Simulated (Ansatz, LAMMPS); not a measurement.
# Amorphous 62In2O3-38SiO2 (mol %) (89 atoms) under strain

Aim: relax amorphous 62In2O3-38SiO2 (mol %) (89 atoms), then change its volume and shape to read moduli from the stress.

Method: Kohn-Sham DFT, r2SCAN, PAW (set soft_1), plane waves; PAW set soft_1, in Ansatz 0.2.0.

**1. The starting structure**

The cell holds 89 atoms: 26 In, 8 Si and 55 O. Its edges and angles: a = 10.779 Å, b = 10.779 Å, c = 10.779 Å, α = 90.0°, β = 90.0°, γ = 90.0°. 89 atoms (26 Sc, 8 Si, 55 O) placed at random at 3.2 g/cm³, melted at 5000 K for 10 ps at fixed volume with the Morse and Coulomb pair potential with partial charges (Pedone, Malavasi, Menziani, Cormack and Segre, J. Phys. Chem. B 110, 11780 (2006)). Quenched from 5000 K to 300 K at 50 K/ps and fixed volume, held 10 ps at zero pressure, then minimised at fixed cell. Then Sc was replaced by In and the cell scaled by 1.031 (the potential has no terms for the new elements, so the cell is a start for a DFT relaxation).

Limits known from the start: The quench rate of 50 K/ps is orders of magnitude faster than experiment, which tends to freeze in extra defects. The starting topology of bonds comes from the classical model, and needn't be the one that DFT or experiment would give. The Brillouin zone is sampled at Γ only.

**2. Single point at the start**

A single point comes first, to see the forces before anything moves.

File input.yaml:

```yaml
crystal:
  lattice:
    - [10.77896, 0.0, 0.0]
    - [0.0, 10.77896, 0.0]
    - [0.0, 0.0, 10.77896]
  atoms:
    - { symbol: In, position: [0.53422, 0.4316, 0.2555] }
    - { symbol: In, position: [0.33028, 0.69431, 0.54693] }
    - { symbol: In, position: [0.42268, 0.68073, 0.92719] }
    - { symbol: In, position: [0.87413, 0.13303, 0.63822] }
    - { symbol: In, position: [0.59191, 0.18413, 0.77094] }
    - { symbol: In, position: [0.13772, 0.66649, 0.06599] }
    - { symbol: In, position: [0.79184, 0.60899, 0.41451] }
    - { symbol: In, position: [0.254, 0.36341, 0.04334] }
    - { symbol: In, position: [0.66413, 0.79273, 0.23733] }
    - { symbol: In, position: [0.3356, 0.90668, 0.724] }
    - { symbol: In, position: [0.09958, 0.60557, 0.37106] }
    - { symbol: In, position: [0.45962, 0.05096, 0.29522] }
    - { symbol: In, position: [0.22083, 0.5179, 0.77111] }
    - { symbol: In, position: [0.06446, 0.38473, 0.5509] }
    - { symbol: In, position: [0.67562, 0.2416, 0.05074] }
    - { symbol: In, position: [0.93523, 0.31929, 0.86117] }
    - { symbol: In, position: [0.66026, 0.89486, 0.90048] }
    - { symbol: In, position: [0.62637, 0.90545, 0.56274] }
    - { symbol: In, position: [0.75868, 0.37909, 0.5466] }
    - { symbol: In, position: [0.74561, 0.57143, 0.03379] }
    - { symbol: In, position: [0.1571, 0.06497, 0.48141] }
    - { symbol: In, position: [0.02963, 0.95437, 0.88118] }
    - { symbol: In, position: [0.97627, 0.37087, 0.18769] }
    - { symbol: In, position: [0.39219, 0.04358, 0.96595] }
    - { symbol: In, position: [0.75231, 0.11871, 0.30968] }
    - { symbol: In, position: [0.26068, 0.21447, 0.7737] }
    - { symbol: Si, position: [0.68148, 0.63729, 0.73961] }
    - { symbol: Si, position: [0.92018, 0.90135, 0.11939] }
    - { symbol: Si, position: [0.01562, 0.848, 0.56371] }
    - { symbol: Si, position: [0.95935, 0.68047, 0.80435] }
    - { symbol: Si, position: [0.3818, 0.7372, 0.24018] }
    - { symbol: Si, position: [0.46009, 0.4148, 0.59183] }
    - { symbol: Si, position: [0.3021, 0.30048, 0.35899] }
    - { symbol: Si, position: [0.13947, 0.08768, 0.16173] }
    - { symbol: O, position: [0.73717, 0.27912, 0.86869] }
    - { symbol: O, position: [0.8377, 0.23044, 0.1705] }
    - { symbol: O, position: [0.80557, 0.94272, 0.21132] }
    - { symbol: O, position: [0.6329, 0.75197, 0.04061] }
    - { symbol: O, position: [0.03791, 0.00596, 0.07511] }
    - { symbol: O, position: [0.67187, 0.44904, 0.38906] }
    - { symbol: O, position: [0.00746, 0.7854, 0.15894] }
    - { symbol: O, position: [0.31858, 0.14787, 0.38669] }
    - { symbol: O, position: [0.61166, 0.03212, 0.41511] }
    - { symbol: O, position: [0.47202, 0.56339, 0.57702] }
    - { symbol: O, position: [0.57932, 0.18302, 0.21388] }
    - { symbol: O, position: [0.96165, 0.79903, 0.70071] }
    - { symbol: O, position: [0.1209, 0.23811, 0.1285] }
    - { symbol: O, position: [0.91074, 0.33192, 0.66323] }
    - { symbol: O, position: [0.85161, 0.89828, 0.97434] }
    - { symbol: O, position: [0.18833, 0.54886, 0.54527] }
    - { symbol: O, position: [0.96965, 0.9904, 0.54403] }
    - { symbol: O, position: [0.35101, 0.35169, 0.2212] }
    - { symbol: O, position: [0.74702, 0.56781, 0.62186] }
    - { symbol: O, position: [0.95854, 0.11963, 0.81477] }
    - { symbol: O, position: [0.40664, 0.36551, 0.45245] }
    - { symbol: O, position: [0.27502, 0.54327, 0.96154] }
    - { symbol: O, position: [0.17203, 0.88463, 0.58156] }
    - { symbol: O, position: [0.69693, 0.77619, 0.43116] }
    - { symbol: O, position: [0.2891, 0.04937, 0.13631] }
    - { symbol: O, position: [0.94432, 0.48311, 0.42268] }
    - { symbol: O, position: [0.99249, 0.74425, 0.46099] }
    - { symbol: O, position: [0.82054, 0.21082, 0.46508] }
    - { symbol: O, position: [0.3634, 0.23549, 0.94494] }
    - { symbol: O, position: [0.90896, 0.44864, 0.01583] }
    - { symbol: O, position: [0.78336, 0.63617, 0.21744] }
    - { symbol: O, position: [0.57231, 0.58763, 0.83059] }
    - { symbol: O, position: [0.58367, 0.33243, 0.63403] }
    - { symbol: O, position: [0.41712, 0.09739, 0.72698] }
    - { symbol: O, position: [0.70388, 0.04704, 0.68604] }
    - { symbol: O, position: [0.66405, 0.78813, 0.72519] }
    - { symbol: O, position: [0.45251, 0.87292, 0.88562] }
    - { symbol: O, position: [0.30237, 0.70208, 0.75035] }
    - { symbol: O, position: [0.43669, 0.85644, 0.5658] }
    - { symbol: O, position: [0.47514, 0.61847, 0.24798] }
    - { symbol: O, position: [0.05258, 0.74689, 0.90949] }
    - { symbol: O, position: [0.03185, 0.56195, 0.75391] }
    - { symbol: O, position: [0.15975, 0.33381, 0.38507] }
    - { symbol: O, position: [0.34817, 0.38514, 0.69714] }
    - { symbol: O, position: [0.81583, 0.64254, 0.84789] }
    - { symbol: O, position: [0.1375, 0.34353, 0.86501] }
    - { symbol: O, position: [0.47317, 0.8612, 0.25234] }
    - { symbol: O, position: [0.27441, 0.71531, 0.35104] }
    - { symbol: O, position: [0.21716, 0.00681, 0.85128] }
    - { symbol: O, position: [0.62343, 0.42792, 0.08442] }
    - { symbol: O, position: [0.59375, 0.07774, 0.95423] }
    - { symbol: O, position: [0.14999, 0.20798, 0.61103] }
    - { symbol: O, position: [0.10941, 0.52214, 0.19232] }
    - { symbol: O, position: [0.31429, 0.74468, 0.10312] }
    - { symbol: O, position: [0.09582, 0.05064, 0.30039] }
kpoints:
  mp_grid: { grid: [1, 1, 1] }
hamiltonian:
  xc: r2scan
  pseudopotentials: { kind: paw, azcp: { folder: soft_1 } }
scf:
  occupations: { method: gaussian, width: 0.025 }
output:
  forces: true
```

The run is started by

```console
> ansatz run input.yaml --threads 4 --pin off --max-ram 15872MiB --backend cpu --events-out ev --progress --plain --runs-dir out
```

Output:

```text
[...]
Pseudopotentials: kind: paw
Pseudopotential: In, paw, valence charge 13, recommended cutoff 500 eV (meta_gga), soft_1/In.paw.azcp
Pseudopotential: Si, paw, valence charge 4, recommended cutoff 500 eV (meta_gga), soft_1/Si.paw.azcp
Pseudopotential: O, paw, valence charge 6, recommended cutoff 500 eV (meta_gga), soft_1/O.paw.azcp
[...]
Crystal: 89 atoms, lattice volume = 1252.364 Å³
Basis set: ecut = 500 eV, 31799 PW (Γ), exchange–correlation on 320×320×320 points (64 copies of the dense FFT grid, shifted against one another)
Bands: 439, of which v1, the nominal top of the filled ones, is band 350 counted from 1 (349 counted from 0)
Symmetry: 1 space group operations
Space group: P1 (ITA 1), of the structure as read, at distance tolerance 1.1e-4 Å
k-points: 1
[...]
Initial density: superposition of atomic densities (chi_scale 0.1, normalization cell, long waves kept (reshape's long-wave potential 0.79 eV rms))
Initial wavefunctions: pseudopotential atomic-orbital guess
[...]
SCF iter   1: F=—  HF=-182342.343330 eV  |F-HF|=—  |Δ(HF+E_count)|=         —  Δρ=7.91e-2  dr2=8.39e1  dr2_τ=6.42e0  ethr=3.10e-3  ⟨swp⟩=6.0  Hψ=1863  notcnv=0  defer=9
preconditioner: auto → Resta (q_TF=auto, 2.476 Å⁻¹)  ε∞=3.5  [insulator: Δε(μ)=0.596 eV  Ē_g=17.395 eV  σ=0.025 eV  W_gap=1.00  n_scr=340 (ndim 8)  ℏωp=27.8 eV  f_vac=0.025  D(μ)=0.00/eV (n_scr^D=0)  ε∞_Penn≈3.5]
SCF iter   2: F=—  HF=-182326.175731 eV  |F-HF|=—  |Δ(HF+E_count)|=    1.62e1  Δρ=3.94e-2  dr2=1.74e1  dr2_τ=1.09e0  ethr=3.10e-3  ⟨swp⟩=3.0  Hψ=858  notcnv=0  defer=85
SCF iter   3: F=—  HF=-182324.902271 eV  |F-HF|=—  |Δ(HF+E_count)|=    1.27e0  Δρ=1.25e-2  dr2=2.68e0  dr2_τ=2.35e-1  ethr=2.48e-3  ⟨swp⟩=3.0  Hψ=821  notcnv=0  defer=52
automatic band count: iteration 3 solves 406 bands in place of 439: the levels show a gap, and the empty bands left out lie too high to hold charge; the band table lists the bands solved (type scf.n_extra_bands for more)
SCF iter   4: F=—  HF=-182324.597372 eV  |F-HF|=—  |Δ(HF+E_count)|=   3.05e-1  Δρ=4.89e-3  dr2=2.31e-1  dr2_τ=2.45e-2  ethr=3.83e-4  ⟨swp⟩=2.0  Hψ=792  notcnv=0  defer=52
SCF iter   5: F=—  HF=-182324.634367 eV  |F-HF|=—  |Δ(HF+E_count)|=   3.70e-2  Δρ=2.15e-3  dr2=5.13e-2  dr2_τ=5.62e-3  ethr=3.30e-5  ⟨swp⟩=2.0  Hψ=705  notcnv=0  defer=52
[...]
SCF iter  12: F=—  HF=-182324.635948 eV  |F-HF|=—  |Δ(HF+E_count)|=   3.37e-7  Δρ=4.15e-6  dr2=2.04e-7  dr2_τ=2.05e-8  ethr=9.51e-11  ⟨swp⟩=2.0  Hψ=704  notcnv=0  defer=52
SCF iter  13: F=-182324.635948 eV  HF=-182324.635948 eV  |F-HF|=1.02e-9  |Δ(HF+E_count)|=   3.59e-8  Δρ=9.83e-7  dr2=1.36e-8  dr2_τ=1.04e-9  ethr=1.43e-11  ⟨swp⟩=4.0  Hψ=1271  notcnv=0
SCF 1 converged in 13 iterations: F = -182324.635948 eV  dr2 = 1.36e-8
[...]
SCF converged after 13 iterations
Free energy (F): -182324.635948 eV
Harris-Foulkes:  -182324.635948 eV  (|F-HF|=1.02e-9)
Internal energy: -182324.635948 eV  (E = F + TS)
E sigma→0 (E₀):  -182324.635948 eV
Fermi energy:    6.830962 eV
--- Per-component energies (eV) ---
[...]
Σ components = -182324.635948   (vs F -182324.635948, Δ=0.00e0)
--- Forces (eV/Å), atoms counted from 1 ---
  atom   1  In     0.26075998     0.46739458     0.51356052
  atom   2  In     0.65729904    -0.89659205    -0.18854622
  atom   3  In     0.67798421     0.37516770    -0.24364791
  atom   4  In     0.26814417    -1.03624694     0.16495094
[...]
atom  89  O      0.00545504     0.22021754    -0.17867634
  max |Σ_I F_I| component: 9.33e-5 eV/Å
```

It took 53 s on 4 threads of Arm Neoverse V1, shared host; peak memory 3.5 GiB; 3.4 min of CPU time.

The r.m.s. force at the start is 0.41 eV/Å.

**3. Cell and atoms relaxed**

Cell and atoms are freed together, to release stress as well as forces.

File input.yaml:

```yaml
crystal:
  lattice:
    - [10.77896, 0.0, 0.0]
    - [0.0, 10.77896, 0.0]
    - [0.0, 0.0, 10.77896]
  atoms:
    [... the 89 atom lines of step 2 ...]
kpoints:
  mp_grid: { grid: [1, 1, 1] }
hamiltonian:
  xc: r2scan
  pseudopotentials: { kind: paw, azcp: { folder: soft_1 } }
scf:
  occupations: { method: gaussian, width: 0.025 }
output:
  forces: true
relax:
  f_tol: 0.05
  max_steps: 150
  cell: {}
```

Output:

```text
[...]
Crystal: 89 atoms, lattice volume = 1252.364 Å³
Basis set: ecut = 500 eV, 31799 PW (Γ), exchange–correlation on 320×320×320 points (64 copies of the dense FFT grid, shifted against one another)
Bands: 439, of which v1, the nominal top of the filled ones, is band 350 counted from 1 (349 counted from 0)
Symmetry: 1 space group operations
[...]
k-points: 1
[...]
SCF iter   1: F=—  HF=-182342.343330 eV  |F-HF|=—  |Δ(HF+E_count)|=         —  Δρ=7.91e-2  dr2=8.39e1  dr2_τ=6.42e0  ethr=3.10e-3  ⟨swp⟩=6.0  Hψ=1863  notcnv=0  defer=9
[...]
SCF iter  13: F=-182324.635948 eV  HF=-182324.635948 eV  |F-HF|=1.11e-9  |Δ(HF+E_count)|=   3.59e-8  Δρ=9.83e-7  dr2=1.37e-8  dr2_τ=1.04e-9  ethr=1.43e-11  ⟨swp⟩=4.0  Hψ=1271  notcnv=0
SCF 1 converged in 13 iterations: F = -182324.635948 eV  dr2 = 1.37e-8
[...]
relax step   1: F+E_penalty+E_count = -182324.63594832 eV  Δ(F+E_penalty+E_count) = +0.000e0 eV  max|allowed force component| = 1.505e0 eV/Å  Δτ_max = 0.0000 Å  P = -7.632 GPa  Ω = 1252.364 Å³  (13 SCF iters, dr2 threshold 1.00e-7 eV, accepted)
[... from here on, the SCF cycles and remarks between the steps are left out ...]
relax step   2: F+E_penalty+E_count = -182327.57237721 eV  Δ(F+E_penalty+E_count) = -2.936e0 eV  max|allowed force component| = 1.485e0 eV/Å  Δτ_max = 0.1916 Å  P = +0.263 GPa  Ω = 1169.652 Å³  energy of the carried Pulay correction = +3.770e-2 eV  (9 SCF iters, dr2 threshold 8.90e-6 eV, accepted)
relax step   3: F+E_penalty+E_count = -182328.26056112 eV  Δ(F+E_penalty+E_count) = -6.882e-1 eV  max|allowed force component| = 1.016e0 eV/Å  Δτ_max = 0.0746 Å  P = +0.188 GPa  Ω = 1170.420 Å³  energy of the carried Pulay correction = +3.733e-2 eV  (7 SCF iters, dr2 threshold 8.90e-6 eV, accepted)
relax step   4: F+E_penalty+E_count = -182328.66254542 eV  Δ(F+E_penalty+E_count) = -4.020e-1 eV  max|allowed force component| = 1.553e0 eV/Å  Δτ_max = 0.2000 Å  P = -0.100 GPa  Ω = 1167.601 Å³  energy of the carried Pulay correction = +3.868e-2 eV  (9 SCF iters, dr2 threshold 8.90e-6 eV, accepted)
relax step   5: F+E_penalty+E_count = -182328.83705913 eV  Δ(F+E_penalty+E_count) = -1.745e-1 eV  max|allowed force component| = 3.447e-1 eV/Å  Δτ_max = 0.2000 Å  P = -0.060 GPa  Ω = 1157.540 Å³  energy of the carried Pulay correction = +4.351e-2 eV  (8 SCF iters, dr2 threshold 8.90e-6 eV, accepted)
relax step   6: F+E_penalty+E_count = -182328.87075448 eV  Δ(F+E_penalty+E_count) = -3.370e-2 eV  max|allowed force component| = 1.935e-1 eV/Å  Δτ_max = 0.1642 Å  P = +0.031 GPa  Ω = 1154.704 Å³  energy of the carried Pulay correction = +4.488e-2 eV  (8 SCF iters, dr2 threshold 7.43e-6 eV, accepted)
relax step   7: F+E_penalty+E_count = -182328.89636496 eV  Δ(F+E_penalty+E_count) = -2.561e-2 eV  max|allowed force component| = 7.738e-2 eV/Å  Δτ_max = 0.0798 Å  P = +0.008 GPa  Ω = 1154.032 Å³  energy of the carried Pulay correction = +4.520e-2 eV  (8 SCF iters, dr2 threshold 2.34e-6 eV, accepted)
relax step   8: F+E_penalty+E_count = -182328.90049217 eV  Δ(F+E_penalty+E_count) = -4.127e-3 eV  max|allowed force component| = 3.433e-2 eV/Å  Δτ_max = 0.0291 Å  P = -0.012 GPa  Ω = 1154.797 Å³  energy of the carried Pulay correction = +4.483e-2 eV  (8 SCF iters, dr2 threshold 3.74e-7 eV, accepted)
relax step   9: F+E_penalty+E_count = -182328.84819907 eV  Δ(F+E_penalty+E_count) = +5.229e-2 eV  max|allowed force component| = 3.459e-2 eV/Å  Δτ_max = 0.0000 Å  P = +0.010 GPa  Ω = 1154.797 Å³  stress off target by 2.42e-2 GPa  SCF on the basis re-selected at this cell (its energy is not comparable with the rows above)  (7 SCF iters)
basis re-selected at this cell: Δ(F+E_penalty+E_count) = +5.229e-2 eV, ΔP = +0.021 GPa vs the last step (what re-selecting the basis moved, of the pressure what is left beyond the Pulay correction that the steps carried, after the strain that the cell walked since its last selection, [...]
SCF converged after 7 iterations
Free energy (F): -182328.848199 eV
[...]
Internal energy: -182328.848199 eV  (E = F + TS)
E sigma→0 (E₀):  -182328.848199 eV
Fermi energy:    8.076907 eV
[...]
--- Forces (eV/Å), atoms counted from 1 ---
  atom   1  In    -0.00054160    -0.00258230    -0.00297554
  atom   2  In     0.01173016    -0.00089597    -0.00888695
  atom   3  In     0.01285656     0.00309603    -0.00033783
  atom   4  In    -0.00347609    -0.00157522    -0.00582650
  atom   5  In     0.00325151     0.00898708    -0.00933521
  atom   6  In     0.00326927     0.00187368    -0.00133069
  atom   7  In    -0.00561432     0.00627657     0.01305403
  atom   8  In     0.00769635    -0.00671570     0.01182531
  atom   9  In     0.01002014     0.01664690     0.00401337
  atom  10  In     0.00540027     0.00122651    -0.00539890
  atom  11  In    -0.01249413    -0.00185494     0.00648646
  atom  12  In     0.00559870    -0.00181940     0.00407751
  atom  13  In     0.00973039     0.00024165    -0.00183149
  atom  14  In    -0.01055244    -0.00220967     0.00607930
[...]
atom  88  O     -0.00121993    -0.00302610     0.00408093
  atom  89  O     -0.00478924     0.00239344     0.00845323
  max |Σ_I F_I| component: 7.46e-5 eV/Å
--- Stress (GPa, compression-positive) ---
        0.005960      -0.010526      -0.002509
       -0.010526       0.006195      -0.010708
       -0.002511      -0.010708       0.016710
  P = ⅓ Tr σ = 0.0096 GPa (0.096 kbar)
--- Relaxed structure (8 steps of the walk, 8 accepted, 1 SCFs on fresh bases) ---
  F+E_penalty+E_count = -182328.84819907 eV   max|allowed force component| = 3.459e-2 eV/Å   (the final SCF, on the basis selected at the relaxed cell)
  cell:  # Å, volume = 1154.7968 Å³
    - [10.321027, -0.141735, -0.121400]
    - [-0.141735, 10.522484, 0.075924]
    - [-0.121400, 0.075924, 10.637129]
  atoms:
    - { symbol: In, position: [0.537247, 0.439142, 0.259951] }
    - { symbol: In, position: [0.352834, 0.683078, 0.534605] }
    - { symbol: In, position: [0.446181, 0.680790, 0.925186] }
    - { symbol: In, position: [0.882322, 0.129697, 0.649021] }
[...]
- { symbol: O, position: [0.069290, 0.057046, 0.299085] }
```

Wall time 6.2 min (4 threads); peak memory 3.5 GiB; 24 min of CPU time.

The relaxation converged after 8 steps, with a largest force component of 0.035 eV/Å.

(Continued in part 2 of 3.)

[Long decimals in the printed logs are rounded to 6 places.]

[Logs are printed without paths, hosts, clocks, repeated set-up lines and the standing remarks that a program may print on its own settings, such as how far it seeks lower states.]

[Hosts, paths, dates, database ids (printed as entryN), source tags and the programs' standing remarks are cut or masked in the printed files.]
